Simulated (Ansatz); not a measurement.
# Localised basis functions on 1T-ZrS2 zigzag nanoribbon, bare edges, Se on S sites (64 atoms)

Aim: test how closely localised support functions follow the reference on 1T-ZrS2 zigzag nanoribbon, bare edges, Se on S sites (64 atoms), and at what cost. A setting counts as converged where the r.m.s. difference of forces stays under 1 % of the r.m.s. force.

Program: Ansatz 0.2.0. Level of theory: Kohn-Sham DFT, PBE, PAW (set soft_2, large core), plane waves. Values are calculated unless marked as measured.

The raw output is cut from this account; settings, times and results stay.

### Step 1. The starting structure

The cell holds 64 atoms: 24 Zr, 35 S and 5 Se. Cell: a = 29.280 Å, b = 17.396 Å, c = 12.920 Å, α = 90.0°, β = 90.0°, γ = 90.0°. It derives from ZrS2 and ZrSe2 (1T-ZrS2). 1T-ZrS2 (a = 3.66 Å), rectangular cell with x along the zigzag direction; strip nominally 8 Å wide, 8 periods, 10 Å of vacuum, 5 of 40 S replaced by Se at random; not relaxed, displaced by a Gaussian of 0.02 Å. Vacuum lies along b and c. The structure repeats along a.

Before any run, some limits are plain. Beside vacuum, support functions can miss their usual error bounds without a warning. The main run has no spin polarisation, so any moments at edges, vacancies or dangling bonds can't form in it. The Brillouin zone is sampled at Γ only, in a cell whose periodic width is 29 Å.

### Step 2. Plane-wave single point

The first run fixes the reference, at a cutoff of 420 eV.

Input file input.yaml:

```yaml
crystal:
  lattice:
    - [29.28, 0.0, 0.0]
    - [0.0, 17.39586, 0.0]
    - [0.0, 0.0, 12.92]
  atoms:
    - { symbol: Zr, position: [0.99961, 0.28755, 0.50084] }
    - { symbol: S, position: [0.00092, 0.40714, 0.61144] }
    - { symbol: S, position: [0.06195, 0.34863, 0.38374] }
    - { symbol: Zr, position: [0.06268, 0.47073, 0.49847] }
    - { symbol: S, position: [0.06221, 0.59297, 0.61267] }
    - { symbol: S, position: [0.99963, 0.53267, 0.3841] }
    - { symbol: Zr, position: [0.99985, 0.65318, 0.49832] }
    - { symbol: S, position: [0.06367, 0.71223, 0.38762] }
[... 52 atom lines left out ...]
    - { symbol: S, position: [0.9375, 0.59049, 0.61454] }
    - { symbol: S, position: [0.87486, 0.53103, 0.38537] }
    - { symbol: Zr, position: [0.87636, 0.65079, 0.499] }
    - { symbol: S, position: [0.93692, 0.71327, 0.38796] }
kpoints:
  mp_grid: { grid: [1, 1, 1] }
hamiltonian:
  xc: pbe
  pseudopotentials: { kind: paw, core: large }
scf:
  occupations: { method: fermi_dirac, width: 0.025 }
output:
  forces: true
  populations: true
  dos:
    method: { smearing: { sigma: 0.15 } }
    de: 0.1
    projected: { site_lists: { S: [S], Se: [Se], Zr: [Zr] } }
  eigenvalues: true
  write_density: true
  write_potential: true
  volumetric_format: npy
  elf: true
```

On the command line:

```bash
> ansatz run input.yaml --threads 8 --pin off --max-ram 15872MiB --backend cpu --events-out ev --progress --plain --runs-dir out
```

Wall time 70 s (8 threads of Arm Neoverse V2, shared host); peak memory 6.4 GiB.

The program notes that potentials were chosen by core size and the exchange-correlation potential is rough where the density is thin.

The run gave:

- free energy: -144938.4089 eV
- free energy per atom: -2264.6626 eV/atom
- SCF cycles: 20
- r.m.s. force component: 0.8913 eV/Å
- longest force: 3.515 eV/Å
- Fermi energy: -1.4 eV
- levels partly filled by over 2 per cent: 10
- spilling of the projection: 0.006524

The r.m.s. force component of 0.89 eV/Å sets the scale for the differences below.

### Step 3. Support functions low

With localised support functions most steps grow linearly with size, though the diagonalisation grows faster unless the density matrix is cut; this run measures error and cost at this size.

This step: Kohn-Sham DFT, PBE, PAW (set soft_2, large core), localised support functions (low) (Ansatz 0.2.0).

input.yaml, the sections that differ from step 2:

```yaml
scf:
  occupations: { method: fermi_dirac, width: 0.025 }
  eigensolver: { kind: { support_functions: { accuracy: low } } }
  mixing: { beta: 0.2 }
  max_iter: 150
output:
  forces: true
  eigenvalues: true
# crystal, kpoints, hamiltonian: as in step 2
```

It took 3.9 min on 8 threads; peak memory 6.9 GiB.

The program notes that the band table was not solved further than the SCF left it and it switched symmetry off. Further notices: vacuum switching off with vacuum.

Keys that differ from the reference: support_functions.accuracy = "low", scf.max_iter = 150 and scf.mixing.beta = 0.2.

Forces differ from the reference by 0.40 meV/Å r.m.s., 0.044 % of their size, well within a tolerance of 1 %; the energy by -0.32 meV/atom. It took roughly 3.3 times the reference's time (one timing each, with unlike analyses asked), in 26 cycles against 20.

### Step 4. Support functions medium

The cell is solved in localised support functions.

This step: Kohn-Sham DFT, PBE, PAW (set soft_2, large core), localised support functions (medium) (Ansatz 0.2.0).

input.yaml, the sections that differ from step 3:

```yaml
scf:
  occupations: { method: fermi_dirac, width: 0.025 }
  eigensolver: { kind: { support_functions: { accuracy: medium } } }
  mixing: { beta: 0.2 }
  max_iter: 150
# crystal, kpoints, hamiltonian, output: as in step 3
```

Wall time 4.3 min (8 threads); peak memory 7.1 GiB; 34 min of CPU time.

Keys that differ from the reference: support_functions.accuracy = "medium", scf.max_iter = 150 and scf.mixing.beta = 0.2.

Forces differ from the reference by 0.33 meV/Å r.m.s., 0.037 % of their size, well within a tolerance of 1 %; the energy by -0.32 meV/atom. It took roughly 3.7 times the reference's time (one timing each, with unlike analyses asked), in 28 cycles against 20.

### Step 5. Support functions medium, radius 3.81 Å

The radius confines each support function; a larger one gives more freedom and more work per atom.

input.yaml, the sections that differ from step 4:

```yaml
scf:
  occupations: { method: fermi_dirac, width: 0.025 }
  eigensolver: { kind: { support_functions: { accuracy: medium, radius: 3.81 } } }
  mixing: { beta: 0.2 }
  max_iter: 150
# crystal, kpoints, hamiltonian, output: as in step 4
```

Elapsed: 1.5 s, on 8 threads; peak memory 0.84 GiB; 6.7 s of CPU time.

The program refuses radii under 4.53 Å for these atoms at this level.

### Step 6. All settings compared

Each row is set against the plane-wave reference (Kohn-Sham DFT, PBE, PAW (set soft_2, large core), plane waves; r.m.s. force component 0.891 eV/Å). Energies are set beside the reference only for runs with its functional, potentials and electron count. Times are for 8 threads of Arm Neoverse V2, shared host. The reference's time includes the DOS, ELF and grids, which some other runs skip.

```csv
run,"Δ force, r.m.s. (meV/Å)",share of r.m.s. force (%),Δ energy (meV/atom),cycles,time,host memory (GiB)
reference,-,-,-,20,70 s,6.4
support functions low,0.395,0.0443,-0.315,26,3.9 min,6.9
support functions medium,0.334,0.0375,-0.315,28,4.3 min,7.1
```

### Step 7. What the reference run shows

The comparisons rest on this run, so its electronic structure is set out here.

Neighbours are counted within 3.02 Å (S-Zr), 3.02 Å (Zr-Se).

Length of the force by element and coordination:

```csv
element,coordination,atoms,mean length of the force (eV/Å),spread,least,most
S,all,35,0.921,0.497,0.217,1.78
S,2,7,1.59,0.139,1.44,1.78
S,3,28,0.754,0.405,0.217,1.43
Se,all,5,2.15,0.771,0.635,2.73
Se,2,1,0.635,0,0.635,0.635
Se,3,4,2.53,0.148,2.35,2.73
Zr,all,24,1.78,0.709,0.305,3.51
Zr,3,8,1.85,0.359,1.15,2.20
Zr,5,8,2.33,0.568,1.48,3.51
Zr,6,8,1.15,0.586,0.305,1.98
```

Löwdin charges by element and coordination (they lack the spilled electrons, 0.054 e an atom on average):

```csv
element,coordination,atoms,mean charge (e),spread,least,most
S,all,35,-0.348,0.064,-0.438,-0.259
S,2,7,-0.415,0.0168,-0.438,-0.385
S,3,28,-0.331,0.0602,-0.438,-0.259
Se,all,5,-0.257,0.068,-0.344,-0.153
Se,2,1,-0.344,0,-0.344,-0.344
Se,3,4,-0.235,0.0581,-0.317,-0.153
Zr,all,24,0.705,0.117,0.534,0.873
Zr,3,8,0.555,0.0106,0.534,0.567
Zr,5,8,0.838,0.0204,0.800,0.873
Zr,6,8,0.721,0.0215,0.688,0.757
```

States in the cell by windows of 1 eV, zero at the Fermi level; the larger projections on atomic orbitals stand beside the total:

```csv
from (eV),to (eV),total,S p,Zr d,Se p,Zr s,S s
-14,-13,17.4,0.1,1.1,0.0,2.8,7.5
-13,-12,46.7,0.3,4.6,0.0,2.1,38.3
-12,-11,15.8,0.1,1.0,0.0,0.6,12.4
-11,-6,0.0,0.0,0.0,0.0,0.0,0.0
-6,-5,8.1,4.0,1.8,1.2,0.8,0.1
-5,-4,60.4,35.6,13.5,6.4,2.7,1.0
-4,-3,84.7,53.3,20.2,6.6,1.9,1.3
-3,-2,48.2,34.6,7.7,3.9,0.4,0.6
-2,-1,37.3,27.6,4.8,3.7,0.4,0.3
-1,0,17.0,2.4,11.2,0.4,2.0,0.1
0,1,56.7,6.1,42.0,0.9,4.0,0.6
```

The levels nearest the highest filled one (over half full), pooled over k-points and spins:

```csv
level less the highest filled one (eV),occupation
-0.162,2
-0.0738,1.99
-0.0444,1.95
-0.0378,1.94
-0.0174,1.87
0,1.75
0.0542,0.894
0.0673,0.647
0.0703,0.596
0.111,0.154
0.118,0.119
0.136,0.059
```

Electrostatic potential energy in the ab plane at fractional z = 0.384, with atoms of S and Se within 0.2 Å of it. With pseudopotentials it is smooth inside the atoms' cores, unlike the true potential.

Ten even steps from '0' (-39 eV) to '9' (4 eV), each cell a mean:
```
99999999999999999999999999999999999999999999
99999999999999999999999999999999999999999999
99999999999999999999999999999999999999999999
99999999999999999999999999999999999999999999
99999999999999999999999999999999999999999999
99976689999997667999999866799999975579999998
99611127999961111799997211169999711116999982
99731148999974224899998411378999842248999985
89999999988999999999999998999889999999988999
88999999888899999988889999998888999999888899
14899996211489999721137999973112799998411269
03799985110278998611117899871111689987201158
78888888766888888876688888888778888888866788
99988899999998888999999988999999998889999999
99753368999974224899998533589999853358999986
98401017999840000689996011068998601106899971
88753368888874335888888633588888863358888886
88999999888899999888889999998888999999888899
89999999888999999998899999999889999999988999
99999999999999999999999999999999999999999999
99999999999999999999999999999999999999999999
99999999999999999999999999999999999999999999
99999999999999999999999999999999999999999999
99999999999999999999999999999999999999999999
```
Columns run along a (16.0 Å, from fractional 0.01 to 0.56 of the cell; values clipped at the 3rd and 97th percentile), rows up along b (17.4 Å). Atoms in or near the plane, at fractional coordinates: S at (0.06, 0.35), S at (0.06, 0.71), Se at (0.19, 0.35), S at (0.12, 0.53), S at (0.19, 0.71), S at (0.31, 0.35), S at (0.25, 0.53), S at (0.31, 0.71), S at (0.44, 0.35), S at (0.37, 0.53), S at (0.44, 0.72), S at (0.50, 0.53).

Valence density in the ab plane at fractional z = 0.384, with atoms of S and Se within 0.2 Å of it. It is the smooth field of the valence electrons, not physical close to the nuclei.

Ten even steps from '0' (0.0 e/Å³) to '9' (1.0 e/Å³), each cell a mean:
```
00000000000000000000000000000000000000000000
00000000000000000000000000000000000000000000
00000000000000000000000000000000000000000000
00000000000000000000000000000000000000000000
00000000000000000000000000000000000000000000
00135642100012565310000245531000135653100002
01488597310138958831012796894101389589310126
01379896310136888631012698984111268886310125
01112221100011222110001122221100112221100011
43100001133210000013331000001333210000123321
79520013798952001269896210026989731002598873
69731014985973101389698310138968831012796894
43210011345421101134542110012444311001245431
00011211000001222100000112110000011211000001
00258873100025666420001478852000147875200013
01497497311147415731013894894101389489410137
11357874211125666421112477752111247875210124
00011110000001111100000011110000001111000000
00000000000000000000000000000000000000000000
00000000000000000000000000000000000000000000
00000000000000000000000000000000000000000000
00000000000000000000000000000000000000000000
00000000000000000000000000000000000000000000
00000000000000000000000000000000000000000000
```
Columns run along a (16.0 Å, from fractional 0.00 to 0.55 of the cell), rows up along b (17.4 Å). Atoms in or near the plane, at fractional coordinates: S at (0.06, 0.35), S at (0.06, 0.71), Se at (0.19, 0.35), S at (0.12, 0.53), S at (0.19, 0.71), S at (0.31, 0.35), S at (0.25, 0.53), S at (0.31, 0.71), S at (0.44, 0.35), S at (0.37, 0.53), S at (0.44, 0.72), S at (0.50, 0.53).

Forces differ by site in this geometry: S atoms with 2 neighbours bear 1.6 eV/Å on average, against 0.75 eV/Å for those with 3. Mean Löwdin charges: S -0.35, Se -0.26, Zr +0.70 e (they miss 0.65 % of the electrons, so they add up to more than the cell's charge). Within 0.4 eV of the Fermi level the largest share is Zr d (74 % of the projected weight).

### Step 8. Local order

Bonds and neighbours are counted at the geometry of the runs.

Normalised to the volume that the atoms fill. Pair distribution functions g(r), in bins of 0.2 Å:

```csv
r (Å),total,S-S,S-Zr,S-Se,Zr-Zr,Zr-Se,Se-Se
2.40,0.04,0.00,0.11,0.00,0.00,0.00,0.00
2.60,4.52,0.00,9.63,0.00,0.00,9.82,0.00
2.80,0.00,0.00,0.00,0.00,0.00,0.00,0.00
3.00,0.00,0.00,0.00,0.00,0.00,0.00,0.00
3.20,0.00,0.00,0.00,0.00,0.00,0.00,0.00
3.40,0.00,0.00,0.00,0.00,0.00,0.00,0.00
3.60,3.69,6.64,0.00,6.94,7.75,0.00,3.35
3.80,0.19,0.45,0.00,0.23,0.28,0.00,0.00
4.00,0.00,0.00,0.00,0.00,0.00,0.00,0.00
4.20,0.00,0.00,0.00,0.00,0.00,0.00,0.00
4.40,1.07,0.00,2.27,0.00,0.00,2.31,0.00
4.60,0.12,0.00,0.26,0.00,0.00,0.22,0.00
4.80,0.00,0.00,0.00,0.00,0.00,0.00,0.00
5.00,0.03,0.07,0.00,0.12,0.00,0.00,0.00
5.20,0.37,0.95,0.00,1.07,0.00,0.00,0.00
5.40,0.00,0.00,0.00,0.00,0.00,0.00,0.00
5.60,0.01,0.00,0.02,0.00,0.00,0.00,0.00
5.80,1.28,0.00,2.73,0.00,0.00,2.76,0.00
6.00,0.00,0.00,0.00,0.00,0.00,0.00,0.00
6.20,0.25,0.46,0.00,0.72,0.29,0.00,2.23
6.40,0.82,1.61,0.00,1.33,1.61,0.00,0.00
6.60,0.00,0.00,0.00,0.00,0.00,0.00,0.00
6.80,0.00,0.00,0.00,0.00,0.00,0.00,0.00
7.00,0.00,0.00,0.00,0.00,0.00,0.00,0.00
7.20,0.14,0.17,0.00,0.30,0.43,0.00,0.00
7.40,0.34,0.54,0.00,0.53,0.99,0.00,0.00
7.60,0.00,0.00,0.01,0.00,0.00,0.00,0.00
7.80,0.50,0.00,1.06,0.00,0.00,1.07,0.00
```

Bonds by pair of elements; cutoffs follow the first minimum of g(r), held within bounds set by covalent radii, and pairs that aren't listed don't count as bonded:

```csv
pair A-B,cutoff (Å),bonds,mean length (Å),spread (Å),shortest (Å),B about A,A about B
S-Zr,3.02,98,2.57,0.026,2.47,2.8,4.08
Zr-Se,3.02,14,2.56,0.028,2.51,0.583,2.8
```

How many atoms have how many bonded neighbours:

```csv
element,mean,2,3,5,6
S,2.8,7,28,0,0
Se,2.8,1,4,0,0
Zr,4.67,0,8,8,8
```

First main peaks of g(r), for some of the pairs, lie near 3.65 Å (S-S), 2.57 Å (S-Zr), 3.63 Å (S-Se), 3.66 Å (Zr-Zr) and 2.56 Å (Zr-Se). Counting bonds as in the table, 80 % of S atoms have 3 and 80 % of Se atoms have 3 bonded neighbours.

A closer look about Zr23, which bears the longest force: 10 atoms, nearest first, numbered in the order of the input, with positions taken from that point.

```csv
atom,x,y,z,distance (Å),bonds,Löwdin charge (e),Fx,Fy,Fz (eV/Å)
Zr23,0.00,0.00,0.00,0.00,5,0.83,-1.28,0.25,-3.26
Se21,1.79,-1.05,1.45,2.53,3,-0.32,0.27,0.21,2.42
S13,-1.89,-1.04,1.42,2.58,3,-0.41,0.21,0.22,0.49
S22,-0.04,-2.10,-1.51,2.59,3,-0.28,0.03,0.43,0.36
S16,-1.83,1.08,-1.50,2.60,2,-0.44,-0.03,-0.57,1.68
S24,1.85,1.03,-1.51,2.60,2,-0.39,-0.47,-0.20,1.35
Zr31,3.60,0.03,-0.07,3.60,5,0.80,1.02,0.19,-2.57
Zr20,1.82,-3.13,-0.04,3.62,6,0.69,-1.02,-0.17,-1.69
Zr12,-1.88,-3.16,-0.05,3.67,6,0.70,0.23,1.31,0.81
Zr15,-3.69,-0.02,-0.05,3.69,5,0.84,0.19,0.12,-2.28
```

### Step 9. Summary of results

```
free energy per atom        : -2264.6626 eV/atom
r.m.s. force component      : 0.8913 eV/Å
wall time of the 3 DFT runs : 9.4 min
```

What this shows: Against plane waves at 420 eV, the forces differ by 0.33 meV/Å (0.037 %) with support functions medium. At 64 atoms the fastest of the runs at a preset level, support functions low, takes roughly 3.3 times the time of plane waves (whose run also made extra analyses), in 26 SCF cycles against 20. Differences between support functions and plane waves include what basis error the plane-wave run still has.

10 levels are partly filled, by over 2 % (at Γ alone): the run gives no sign of a gap. Forces differ by site in this geometry: S atoms with 2 neighbours bear 1.6 eV/Å on average, against 0.75 eV/Å for those with 3. Counting bonds as in the table, 80 % of S atoms have 3 and 80 % of Se atoms have 3 bonded neighbours.

Caveats: The geometry was built by rule, was displaced at random and isn't relaxed at this level: its force components are 0.89 eV/Å r.m.s.

[Long decimals in the printed logs are rounded to 6 places.]

[Logs are printed without paths, hosts, clocks, repeated set-up lines and the standing remarks that a program may print on its own settings, such as how far it seeks lower states.]

[Hosts, paths, dates, database ids (printed as entryN), source tags and the programs' standing remarks are cut or masked in the printed files.]
